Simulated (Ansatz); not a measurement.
# Ba on Cu(111): change of the work function, part 2 of 2

How does one ordered layer of Ba (fcc site) change the work function of Cu(111), and what dipole does each adsorbate carry?

Ansatz 0.2.0; plane-wave DFT, PBE, Ansatz PAW.

So far, work function, upper face (eV): step 2 (the clean slab) 4.79.

## (3) Adsorbate added

System of this step: Ba/Cu(111). The cell holds 17 atoms: 16 Cu and 1 Ba. Cell: a = 5.105 Å, b = 5.105 Å, c = 27.509 Å, α = 90.0°, β = 90.0°, γ = 60.0°. Vacuum lies along c.

The clean slab as it ended is repeated in the plane and the adsorbate is set on one face; the cell's size fixes the coverage, and the k-mesh shrinks with it to keep the sampling density about even. Adsorbate and upper layers relax, since the dipole depends on the height.

Input file input.yaml:

```yaml
crystal:
  lattice:
    - [5.1053109602, 1.0e-10, 0.0]
    - [2.5526554801, 4.4213289858, 0.0]
    - [0.0, 0.0, 27.5088014099]
  atoms:
    - { symbol: Cu, position: [0.0, 0.0, 0.3271680167] }
    - { symbol: Cu, position: [0.1666666667, 0.1666666667, 0.4029341121] }
    - { symbol: Cu, position: [0.3333333333, 0.3333333333, 0.4787002075] }
    - { symbol: Cu, position: [0.0, 0.0, 0.554466303] }
    - { symbol: Cu, position: [0.0, 0.5, 0.3271680167] }
    - { symbol: Cu, position: [0.1666666667, 0.6666666667, 0.4029341121] }
    - { symbol: Cu, position: [0.3333333333, 0.8333333333, 0.4787002075] }
    - { symbol: Cu, position: [0.0, 0.5, 0.554466303] }
    - { symbol: Cu, position: [0.5, 0.0, 0.3271680167] }
    - { symbol: Cu, position: [0.6666666667, 0.1666666667, 0.4029341121] }
    - { symbol: Cu, position: [0.8333333333, 0.3333333333, 0.4787002075] }
    - { symbol: Cu, position: [0.5, 0.0, 0.554466303] }
    - { symbol: Cu, position: [0.5, 0.5, 0.3271680167] }
    - { symbol: Cu, position: [0.6666666667, 0.6666666667, 0.4029341121] }
    - { symbol: Cu, position: [0.8333333333, 0.8333333333, 0.4787002075] }
    - { symbol: Cu, position: [0.5, 0.5, 0.554466303] }
    - { symbol: Ba, position: [0.1666666667, 0.1666666667, 0.6728319833] }
kpoints:
  mp_grid: { grid: [6, 6, 1] }
hamiltonian:
  xc: pbe
scf:
  occupations: { method: fermi_dirac, width: 0.1 }
  convergence: { dr2_threshold: 1.0e-08 }
efield:
  axis: 3
  dipole_correction: true
  ramp_position: 0.97
  ramp_width: 0.06
relax:
  f_tol: 0.02
  max_steps: 60
  constraints: [{ sites: [0, 1, 4, 5, 8, 9, 12, 13] }]
output:
  dos: { projected: true, e_range: [-8, 4] }
  write_potential: true
  write_density: true
  volumetric_format: npy
  elf: true
```

Started as:

```
ansatz run input.yaml --threads 4 --pin off --max-ram 6144MiB --backend cpu --events-out ev --progress --plain --runs-dir out
```

Log:

```text
[...]
Crystal: 17 atoms, lattice volume = 620.936 Å³
Basis set: ecut = 420 eV, 12253 PW (Γ), exchange–correlation on 72×72×384 points (8 copies of the dense FFT grid, shifted against one another)
Bands: 189, of which v1, the nominal top of the filled ones, is band 157 counted from 1 (156 counted from 0)
Symmetry: 6 space group operations
[...]
k-points: 7 of 36 (time reversal used)
[...]
SCF iter   1: F=—  HF=-111949.400431 eV  |F-HF|=—  |Δ(HF+E_count)|=         —  Δρ=2.54e-3  dr2=8.76e-1  ethr=1.77e-3  p=0.289 e·Å  D=8.42e-2 V/Å  ΔV_dip=-2.31 eV  dr2_dipole=5.80e-1  V_vac-E_F(+/−)=2.46/4.77 eV  ⟨swp⟩=9.0  Hψ=6121  notcnv=0  defer=75
[...]
SCF iter  14: F=-111949.395613 eV  HF=-111949.395613 eV  |F-HF|=3.52e-8  |Δ(HF+E_count)|=   2.26e-8  Δρ=9.11e-7  dr2=8.43e-9  ethr=3.18e-12  p=0.258 e·Å  D=7.52e-2 V/Å  ΔV_dip=-2.07 eV  dr2_dipole=4.97e-10  V_vac-E_F(+/−)=2.70/4.77 eV  ⟨swp⟩=16.3  Hψ=12171  notcnv=0
SCF 1 converged in 14 iterations: F = -111949.395613 eV  dr2 = 8.43e-9
[...]
relax step   1: F+E_penalty+E_count = -111949.39561274 eV  Δ(F+E_penalty+E_count) = +0.000e0 eV  max|allowed force component| = 8.192e-1 eV/Å  Δτ_max = 0.0000 Å  (14 SCF iters, accepted)
[...]
iter 1 solved again at ethr=2.01e-5 eV; its pass at ethr=3.10e-3 eV (dr2=6.32e-2 eV) is discarded
[...]
SCF iter  14: F=-111949.507569 eV  HF=-111949.507569 eV  |F-HF|=1.48e-8  |Δ(HF+E_count)|=   1.08e-8  Δρ=5.16e-7  dr2=2.73e-9  ethr=3.18e-12  p=0.261 e·Å  D=7.59e-2 V/Å  ΔV_dip=-2.09 eV  dr2_dipole=7.16e-11  V_vac-E_F(+/−)=2.68/4.77 eV  ⟨swp⟩=14.0  Hψ=10252  notcnv=0
SCF 2 converged in 14 iterations: F = -111949.507569 eV  dr2 = 2.73e-9
relax step   2: F+E_penalty+E_count = -111949.50756900 eV  Δ(F+E_penalty+E_count) = -1.120e-1 eV  max|allowed force component| = 7.446e-1 eV/Å  Δτ_max = 0.1380 Å  (14 SCF iters, accepted)
SCF iter   1: F=—  HF=-111949.672916 eV  |F-HF|=—  |Δ(HF+E_count)|=         —  Δρ=2.61e-3  dr2=1.65e-1  ethr=3.70e-4  p=0.261 e·Å  D=7.59e-2 V/Å  ΔV_dip=-2.09 eV  dr2_dipole=1.54e-2  V_vac-E_F(+/−)=2.69/4.78 eV  ⟨swp⟩=5.7  Hψ=3593  notcnv=0  defer=93
[...]
SCF iter  15: F=-111949.653407 eV  HF=-111949.653407 eV  |F-HF|=2.26e-9  |Δ(HF+E_count)|=   1.58e-8  Δρ=9.16e-7  dr2=6.20e-9  ethr=3.18e-12  p=0.268 e·Å  D=7.82e-2 V/Å  ΔV_dip=-2.15 eV  dr2_dipole=1.85e-9  V_vac-E_F(+/−)=2.63/4.78 eV  ⟨swp⟩=14.3  Hψ=10513  notcnv=0
SCF 3 converged in 15 iterations: F = -111949.653407 eV  dr2 = 6.20e-9
relax step   3: F+E_penalty+E_count = -111949.65340721 eV  Δ(F+E_penalty+E_count) = -1.458e-1 eV  max|allowed force component| = 4.905e-1 eV/Å  Δτ_max = 0.1979 Å  (15 SCF iters, accepted)
[...]
relax step   4: F+E_penalty+E_count = -111949.72320474 eV  Δ(F+E_penalty+E_count) = -6.980e-2 eV  max|allowed force component| = 1.148e-1 eV/Å  Δτ_max = 0.1996 Å  (14 SCF iters, accepted)
[...]
relax step   5: F+E_penalty+E_count = -111949.73435060 eV  Δ(F+E_penalty+E_count) = -1.115e-2 eV  max|allowed force component| = 3.377e-2 eV/Å  Δτ_max = 0.0765 Å  (13 SCF iters, accepted)
SCF iter   1: F=—  HF=-111949.734952 eV  |F-HF|=—  |Δ(HF+E_count)|=         —  Δρ=4.60e-4  dr2=1.37e-3  ethr=5.08e-6  p=0.287 e·Å  D=8.38e-2 V/Å  ΔV_dip=-2.30 eV  dr2_dipole=1.05e-4  V_vac-E_F(+/−)=2.49/4.79 eV  ⟨swp⟩=2.9  Hψ=2389  notcnv=0  defer=98
[...]
SCF iter  10: F=-111949.734657 eV  HF=-111949.734657 eV  |F-HF|=3.90e-8  |Δ(HF+E_count)|=   2.29e-8  Δρ=9.87e-7  dr2=6.35e-9  ethr=3.18e-12  p=0.287 e·Å  D=8.35e-2 V/Å  ΔV_dip=-2.30 eV  dr2_dipole=3.02e-10  V_vac-E_F(+/−)=2.49/4.79 eV  ⟨swp⟩=14.1  Hψ=11011  notcnv=0
SCF 6 converged in 10 iterations: F = -111949.734657 eV  dr2 = 6.35e-9
relax step   6: F+E_penalty+E_count = -111949.73465702 eV  Δ(F+E_penalty+E_count) = -3.064e-4 eV  max|allowed force component| = 6.129e-3 eV/Å  Δτ_max = 0.0122 Å  (10 SCF iters, accepted)
NSCF: frozen V_eff on 7 k-points
[...]
WARN: The output density's exchange-correlation potential varies sharply where the density is thin. Do not read a vacuum level from v_tot or v_xc, or from such a field of the output density. On a cell that repeats whose density bears no net charge and no dipole along the vacuum's axis use v_es (v_loc + v_h of the components); under efield.dipole_correction with no amplitude use v_es + v_field, which holds any externa [...]
SCF converged after 10 iterations
Free energy (F): -111949.734657 eV
[...]
Internal energy: -111949.451613 eV  (E = F + TS)
E sigma→0 (E₀):  -111949.593135 eV
Entropy (-TS):   -0.283044 eV (-16.650 meV/atom)
Fermi energy:    3.618511 eV
Dipole field:    D = 0.083551 V/Å  (p = 0.286705 e·Å, saw-weighted, corrected)
Work function:   Φ+ = 2.4943 eV   Φ− = 4.7927 eV
[...]
--- Forces (eV/Å), atoms counted from 1 ---
  atom   1  Cu     0.01819630     0.01050564    -0.00406542
  atom   2  Cu     0.00000000    -0.00000000     0.06135622
  atom   3  Cu    -0.00010323    -0.00005960    -0.00008186
  atom   4  Cu    -0.00530765    -0.00306437    -0.00298113
  atom   5  Cu     0.00000000    -0.02101128    -0.00406542
  atom   6  Cu     0.04933148    -0.02848154    -0.00524313
  atom   7  Cu    -0.00000000     0.00011920    -0.00008186
  atom   8  Cu    -0.00000000     0.00612875    -0.00298113
  atom   9  Cu    -0.01819630     0.01050564    -0.00406542
  atom  10  Cu    -0.00000000     0.05696308    -0.00524313
  atom  11  Cu     0.00010323    -0.00005960    -0.00008186
  atom  12  Cu     0.00530765    -0.00306437    -0.00298113
  atom  13  Cu    -0.00000000    -0.00000000    -0.02710608
  atom  14  Cu    -0.04933148    -0.02848154    -0.00524313
  atom  15  Cu     0.00000000     0.00000000     0.00208478
  atom  16  Cu     0.00000000     0.00000000     0.00159714
  atom  17  Ba     0.00000000    -0.00000000    -0.00080837
  max |Σ_I F_I| component: 9.05e-6 eV/Å
--- Band table (eV; the first three rows and the last of 7) ---
  k-point 0: bands = [... 153 lower, 3.2173, 3.2359, 3.2359, 3.6932, 4.0189, 4.1698, 4.1698, 4.5745, ... 28 higher]
  k-point 1: bands = [... 153 lower, 2.8644, 3.2185, 3.3387, 3.3443, 3.8316, 3.9363, 3.9593, 4.0783, ... 28 higher]
  k-point 2: bands = [... 153 lower, 2.9103, 2.9996, 3.4133, 3.4197, 3.7813, 3.8774, 3.8998, 4.5156, ... 28 higher]
  k-point 6: bands = [... 153 lower, 1.9692, 2.6642, 2.7097, 2.8050, 4.2810, 4.2811, 4.4951, 4.5627, ... 28 higher]
--- Relaxed structure (6 steps of the walk, 6 accepted, 0 SCFs on fresh bases) ---
  F+E_penalty+E_count = -111949.73465702 eV   max|allowed force component| = 6.129e-3 eV/Å
  atoms:
    - { symbol: Cu, position: [-1.795949e-17, -1.795949e-17, 0.3271680167] }
    - { symbol: Cu, position: [0.166667, 0.166667, 0.4029341121] }
    - { symbol: Cu, position: [0.334392, 0.334392, 0.479056] }
    - { symbol: Cu, position: [-0.00229205, -0.00229205, 0.553632] }
    - { symbol: Cu, position: [0.0, 0.500000, 0.3271680167] }
    - { symbol: Cu, position: [0.166667, 0.666667, 0.4029341121] }
    - { symbol: Cu, position: [0.334392, 0.831215, 0.479056] }
    - { symbol: Cu, position: [-0.00229205, 0.504584, 0.553632] }
    - { symbol: Cu, position: [0.500000, -1.795949e-17, 0.3271680167] }
    - { symbol: Cu, position: [0.666667, 0.166667, 0.4029341121] }
    - { symbol: Cu, position: [0.831215, 0.334392, 0.479056] }
    - { symbol: Cu, position: [0.504584, -0.00229205, 0.553632] }
    - { symbol: Cu, position: [0.500000, 0.500000, 0.3271680167] }
    - { symbol: Cu, position: [0.666667, 0.666667, 0.4029341121] }
    - { symbol: Cu, position: [0.833333, 0.833333, 0.477179] }
    - { symbol: Cu, position: [0.500000, 0.500000, 0.560758] }
    - { symbol: Ba, position: [0.166667, 0.166667, 0.651029] }
```

Elapsed: 1.8 min, on 4 threads of AMD EPYC 9R14 (Zen 4), shared host; peak memory 3 GiB; 7.1 min of CPU time.

Step by step:

| step | energy less that of the first step (eV) | largest force component (eV/Å) |
| --- | --- | --- |
| 1 | 0.0000 | 0.8192 |
| 2 | -0.1120 | 0.7446 |
| 3 | -0.2578 | 0.4905 |
| 4 | -0.3276 | 0.1148 |
| 5 | -0.3387 | 0.0338 |
| 6 | -0.3390 | 0.0061 |

Forces are held to the 6 operations that the program found; a distortion that breaks them can't arise in this run.

The atoms that moved most (Å):

| atom | dx | dy | dz | length |
| --- | --- | --- | --- | --- |
| Ba17 | 0.000 | 0.000 | -0.600 | 0.600 |
| Cu16 | 0.000 | 0.000 | 0.173 | 0.173 |
| Cu15 | 0.000 | 0.000 | -0.042 | 0.042 |
| Cu4 | -0.018 | -0.010 | -0.023 | 0.031 |
| Cu12 | 0.018 | -0.010 | -0.023 | 0.031 |
| Cu8 | 0.000 | 0.020 | -0.023 | 0.031 |
| Cu11 | -0.008 | 0.005 | 0.010 | 0.014 |
| Cu7 | 0.000 | -0.009 | 0.010 | 0.014 |

Final coordinates:

```cif
data_structure
_symmetry_space_group_name_H-M 'P 1'
_symmetry_Int_Tables_number 1
_cell_length_a 5.1053
_cell_length_b 5.1053
_cell_length_c 27.5088
_cell_angle_alpha 90.000
_cell_angle_beta 90.000
_cell_angle_gamma 60.000
_cell_volume 620.94
loop_
_atom_site_label
_atom_site_type_symbol
_atom_site_fract_x
_atom_site_fract_y
_atom_site_fract_z
_atom_site_occupancy
Cu1 Cu 0.00000 0.00000 0.32717 1
Cu2 Cu 0.16667 0.16667 0.40293 1
Cu3 Cu 0.33439 0.33439 0.47906 1
Cu4 Cu 0.99771 0.99771 0.55363 1
Cu5 Cu 0.00000 0.50000 0.32717 1
Cu6 Cu 0.16667 0.66667 0.40293 1
Cu7 Cu 0.33439 0.83122 0.47906 1
Cu8 Cu 0.99771 0.50458 0.55363 1
Cu9 Cu 0.50000 0.00000 0.32717 1
Cu10 Cu 0.66667 0.16667 0.40293 1
Cu11 Cu 0.83122 0.33439 0.47906 1
Cu12 Cu 0.50458 0.99771 0.55363 1
Cu13 Cu 0.50000 0.50000 0.32717 1
Cu14 Cu 0.66667 0.66667 0.40293 1
Cu15 Cu 0.83333 0.83333 0.47718 1
Cu16 Cu 0.50000 0.50000 0.56076 1
Ba17 Ba 0.16667 0.16667 0.65103 1
```

This step gave:

```yaml
energy_at_zero_smearing: -111949.5931 eV
work_function_upper_face: 2.494 eV
work_function_lower_face: 4.793 eV
dipole_along_the_normal: 0.2867 e·Å
step_between_the_vacuum_levels: -2.298 eV
```

Running mean over 2.084 Å of the planar mean; the ramp of the sawtooth is left out. Table of electron's electrostatic potential energy less the Fermi level by z:

| z (Å) | electron's electrostatic potential energy less the Fermi level (eV) |
| --- | --- |
| 3.5 | 4.79 |
| 4.0 | 4.79 |
| 4.5 | 4.79 |
| 5.0 | 4.79 |
| 5.5 | 4.78 |
| 6.0 | 4.74 |
| 6.5 | 4.60 |
| 7.0 | 4.11 |
| 7.5 | 2.00 |
| 8.0 | -2.76 |
| 8.5 | -7.11 |
| 9.0 | -8.56 |
| 9.5 | -8.76 |
| 10.0 | -8.81 |
| 10.5 | -8.84 |
| 11.0 | -8.86 |
| 11.5 | -8.86 |
| 12.0 | -8.86 |
| 12.5 | -8.84 |
| 13.0 | -8.82 |
| 13.5 | -8.78 |
| 14.0 | -8.60 |
| 14.5 | -8.55 |
| 15.0 | -8.67 |
| 15.5 | -8.44 |
| 16.0 | -6.44 |
| 16.5 | -3.28 |
| 17.0 | -2.08 |
| 17.5 | -3.23 |
| 18.0 | -3.99 |
| 18.5 | -3.35 |
| 19.0 | -1.65 |
| 19.5 | 0.192 |
| 20.0 | 1.40 |
| 20.5 | 1.96 |
| 21.0 | 2.23 |
| 21.5 | 2.37 |
| 22.0 | 2.44 |
| 22.5 | 2.47 |
| 23.0 | 2.48 |
| 23.5 | 2.49 |
| 24.0 | 2.49 |

The density of states has structure finer than the step of the table below, so its rows give means over 0.25 eV. Peaks (eV: height): -2.890: 87.3, -2.830: 111, -2.470: 90.3, -2.170: 83.4, -2.050: 82.5, -1.770: 86.2, -1.620: 104.

The density of states by energy, zero at the Fermi level; means over each step:

| energy (eV) | density of states (states/eV a cell) |
| --- | --- |
| -7.75 | 1.20 |
| -7.50 | 2.51 |
| -7.25 | 2.02 |
| -7.00 | 1.96 |
| -6.75 | 1.89 |
| -6.50 | 3.45 |
| -6.25 | 2.19 |
| -6.00 | 3.05 |
| -5.75 | 2.69 |
| -5.50 | 6.47 |
| -5.25 | 7.07 |
| -5.00 | 4.58 |
| -4.75 | 18.5 |
| -4.50 | 17.0 |
| -4.25 | 32.3 |
| -4.00 | 29.2 |
| -3.75 | 31.8 |
| -3.50 | 35.6 |
| -3.25 | 46.1 |
| -3.00 | 66.5 |
| -2.75 | 71.9 |
| -2.50 | 48.7 |
| -2.25 | 61.0 |
| -2.00 | 67.1 |
| -1.75 | 75.3 |
| -1.50 | 37.0 |
| -1.25 | 7.64 |
| -1.00 | 7.12 |
| -0.75 | 7.33 |
| -0.50 | 5.33 |
| -0.25 | 6.24 |
| 0.00 | 6.65 |
| 0.25 | 9.80 |
| 0.50 | 7.51 |
| 0.75 | 5.74 |
| 1.00 | 8.47 |
| 1.25 | 7.22 |
| 1.50 | 6.98 |
| 1.75 | 7.26 |

Projected DOS per atom over height of the atomic layer and energy from the Fermi level. Layers: Cu4 Cu4 Cu4 Cu4 Ba from below.

Values in states/eV, 22 rows by 5 columns, each cell a mean:
```
0.14 0.16 0.11 0.12 0.25
0.19 0.20 0.23 0.13 0.10
0.14 0.15 0.12 0.11 0.06
0.30 0.26 0.22 0.30 0.59
0.31 0.28 0.32 0.28 0.76
0.22 0.23 0.25 0.24 0.52
0.47 0.36 0.35 0.43 0.31
2.06 1.88 1.60 1.00 0.27
5.15 4.15 4.30 4.08 0.16
3.76 2.72 3.27 3.91 0.26
4.91 3.47 3.37 4.45 0.15
2.31 2.88 2.95 3.85 0.09
1.78 2.12 1.92 2.23 0.02
1.20 2.46 2.35 1.50 0.01
0.65 1.40 1.35 0.83 0.03
0.34 0.61 0.60 0.39 0.03
0.28 0.39 0.39 0.32 0.03
0.19 0.16 0.17 0.20 0.04
0.12 0.22 0.21 0.14 0.01
0.10 0.14 0.13 0.11 0.01
0.10 0.18 0.17 0.11 0.02
0.04 0.11 0.11 0.05 0.01
```
Columns: height of the atomic layer (Å) from 9 to 17.9 (not evenly spaced); rows upwards: energy from the Fermi level (eV) from -7.96 to 1.95.

Electrostatic potential energy in the ca plane at fractional y = 0.167, with atoms of Cu and Ba within 0.2 Å of it. With pseudopotentials it is smooth inside the atoms' cores, unlike the true potential.

Ten even steps from '0' (-41 eV) to '9' (7 eV), each cell a mean:
```
54689988999755788645899876678899999999999999
64689988899755798656899988889999999999999999
87899733589877899878999999999999999999999999
99998300169999999999999999999999999999999999
99997100059999999999999999999999999999999999
98998400179999999999999999999999999999999999
76799754689877899877999999999999999999999999
54689988999745788645899988888999999999999999
64689988899755798756899865568899999999999999
87899733589877899888998631136899999999999999
99998300169999999999998410014789999999999999
99997100059999999999997300003789999999999999
98998400179999999999998410014789999999999999
76789754689877899877898642236899999999999999
```
Columns run along c (16.0 Å, from fractional 0.32 to 0.90 of the cell; values clipped at the 3rd and 97th percentile), rows up along a (5.1 Å). Atoms in or near the plane, at fractional coordinates: Cu at (0.40, 0.17), Cu at (0.40, 0.67), Ba at (0.65, 0.17).

ELF in the ca plane at fractional y = 0.167, with atoms of Cu and Ba within 0.2 Å of it. It is the smooth field of the valence electrons, not physical close to the nuclei.

Values, 8 rows by 16 columns, each cell a mean:
```
0.18 0.20 0.20 0.22 0.18 0.19 0.18 0.20 0.20 0.54 0.25 0.09 0.15 0.06 0.01 0.00
0.19 0.20 0.25 0.20 0.19 0.20 0.19 0.23 0.19 0.08 0.10 0.23 0.21 0.07 0.01 0.00
0.28 0.22 0.61 0.23 0.27 0.24 0.25 0.30 0.27 0.15 0.24 0.37 0.25 0.07 0.01 0.00
0.19 0.20 0.26 0.20 0.19 0.20 0.19 0.23 0.19 0.07 0.10 0.24 0.22 0.07 0.01 0.00
0.18 0.20 0.20 0.22 0.18 0.19 0.18 0.20 0.20 0.52 0.24 0.09 0.15 0.06 0.01 0.00
0.19 0.20 0.25 0.20 0.19 0.21 0.19 0.22 0.51 0.72 0.65 0.08 0.10 0.06 0.01 0.00
0.28 0.22 0.61 0.23 0.26 0.24 0.27 0.27 0.61 0.16 0.76 0.11 0.09 0.05 0.01 0.00
0.19 0.20 0.26 0.20 0.19 0.21 0.19 0.22 0.52 0.72 0.67 0.08 0.10 0.06 0.01 0.00
```
Columns run along c (16.0 Å, from fractional 0.32 to 0.90 of the cell), rows up along a (5.1 Å). Atoms in or near the plane, at fractional coordinates: Cu at (0.40, 0.17), Cu at (0.40, 0.67), Ba at (0.65, 0.17).

Valence density in the ca plane at fractional y = 0.167, with atoms of Cu and Ba within 0.2 Å of it. It is the smooth field of the valence electrons, not physical close to the nuclei.

Ten steps, logarithmic in the rise over the least value, from '0' (0 e/Å³) to '9' (44 e/Å³), each cell a mean:
```
23210011000122111232100011110000000000000000
22210011100122111222100000000000000000000000
11111134210111100111000000000000000000000000
01001478521011000010000000000000000000000000
00001499721000000000000000000000000000000000
01101377510011000011000000000000000000000000
11110123210111100111100000000000000000000000
23210011000122111232100000000000000000000000
22210011100122111122100011110000000000000000
11111134210111100111000122221000000000000000
01001478520010000000001222222100000000000000
00001499721000000000001221122100000000000000
01101377510011000011000222222000000000000000
11110123210111100111100122221000000000000000
```
Columns run along c (16.0 Å, from fractional 0.32 to 0.90 of the cell), rows up along a (5.1 Å). Atoms in or near the plane, at fractional coordinates: Cu at (0.40, 0.17), Cu at (0.40, 0.67), Ba at (0.65, 0.17).

The relaxation took 6 steps and lowered the energy by 0.34 eV; the largest force on the free atoms ends at 0.0061 eV/Å.

By hand: a sheet of dipoles makes a step −p/(ε₀A) in the electron's potential. With e/ε₀ = 180.95 V·Å, p = 0.2867 e·Å and A = 22.57 Å², that is −180.95 × (0.2867) / 22.57 = -2.298 eV, and the two vacuum levels of the run differ by -2.298 eV.

The covered face has 2.49 eV, -2.29 eV against the clean one; the bare back face has moved by +0.01 eV, a measure of how thin the slab is.

## (4) Work function against coverage

This step: plane-wave DFT, PBE, Ansatz PAW; work function against coverage (Ansatz 0.2.0).

The runs are now put side by side.

Numbers from this step:

| Property | Result |
| --- | --- |
| work function of the clean face | 4.786 eV |
| largest change of the work function | -2.292 eV |

The work function of the covered face by coverage:

| coverage (adsorbates/nm²) | work function of the covered face (eV) |
| --- | --- |
| 0.00 | 4.79 |
| 4.43 | 2.49 |

The dipole per adsorbate comes from the change of the cell's dipole. Coverage, by row:

| coverage (1/nm²) | coverage (ML) | work function (eV) | change (eV) | dipole per adsorbate, positive end outwards (debye) | mean height of the added atoms over the highest substrate atom (Å) |
| --- | --- | --- | --- | --- | --- |
| 4.43 | 0.25 | 2.494 | -2.292 | 1.377 | 2.483 |

## (5) Outcome

```yaml
work_function_of_the_clean_face: 4.79 eV
work_function_at_0p25_ml: 2.49 eV
dipole_per_adsorbate_at_0p25_ml_positive_end_outwards: 1.38 D
```

What this shows: Ba lowers the work function of Cu(111) at the lowest coverage, by 2.29 eV: the adsorbate layer has its positive end outwards. One coverage alone was completed, so no trend follows. The slab has 4 layers, at the tabulated experimental lattice constant, one starting site was run, and quantum-size effects of a slab this thin can reach one or two tenths of an eV.

[Long decimals in the printed logs are rounded to 6 places.]

[Logs are printed without paths, hosts, clocks, repeated set-up lines and the standing remarks that a program may print on its own settings, such as how far it seeks lower states.]

[Hosts, paths, dates, database ids (printed as entryN), source tags and the programs' standing remarks are cut or masked in the printed files.]

[Maps of the electrostatic potential energy from Ansatz leave out the sawtooth potential of an applied field or a dipole correction, so their vacuum need not be flat; planar profiles and work functions include it.]

[The density of states shown here was stored with 400 of the rows of the run's finer table, so its peaks can read low, often by over a quarter, or be missed, and its means over a window can be off by a tenth or more.]
